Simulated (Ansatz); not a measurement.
# Direct or indirect: BAs (F-43m)

```cif
data_structure
_symmetry_space_group_name_H-M 'F-43m'
_symmetry_Int_Tables_number 216
_cell_length_a 4.7770
_cell_length_b 4.7770
_cell_length_c 4.7770
_cell_angle_alpha 90.000
_cell_angle_beta 90.000
_cell_angle_gamma 90.000
_cell_volume 109.01
loop_
_atom_site_label
_atom_site_type_symbol
_atom_site_symmetry_multiplicity
_atom_site_Wyckoff_symbol
_atom_site_fract_x
_atom_site_fract_y
_atom_site_fract_z
_atom_site_occupancy
As1 As 4 c 0.25000 0.25000 0.25000 1
B1 B 4 a 0.00000 0.00000 0.00000 1
```

Method: Ansatz, PBE, independent particles, without spin-orbit coupling, line width 0.1 eV (Gaussian). The band structure gives a fundamental gap of 1.19 eV. The spectrum of vertical transitions near the edge:

```
E (eV)  Im ε, E ∥ xyz
  0.72           0.00
  0.90           0.00
  1.08           0.00
  1.26           0.00
  1.44           0.00
  1.62           0.00
  1.80           0.00
  1.98           0.00
  2.16           0.00
  2.34           0.00
  2.52           0.00
  2.70           0.00
  2.88           0.00
  3.06           0.00
  3.24           0.57
  3.42           3.10
  3.60           4.77
  3.78           6.44
  3.96           8.24
  4.14          10.13
  4.32          12.19
  4.50          15.04
```

Q: Is the gap direct or indirect, and about where do vertical transitions set in?

A: Indirect, by the band path, whose least direct gap is 3.28 eV. The curves fit this: they stay near zero above 1.19 eV and rise only from about 3.3 eV, though a forbidden direct transition would look alike. Lines are broadened by 0.1 eV, which spreads the edge, and phonons, which would give weak absorption from the fundamental gap up, are left out.

[Logs are printed without paths, hosts, clocks, repeated set-up lines and the standing remarks that a program may print on its own settings, such as how far it seeks lower states.]
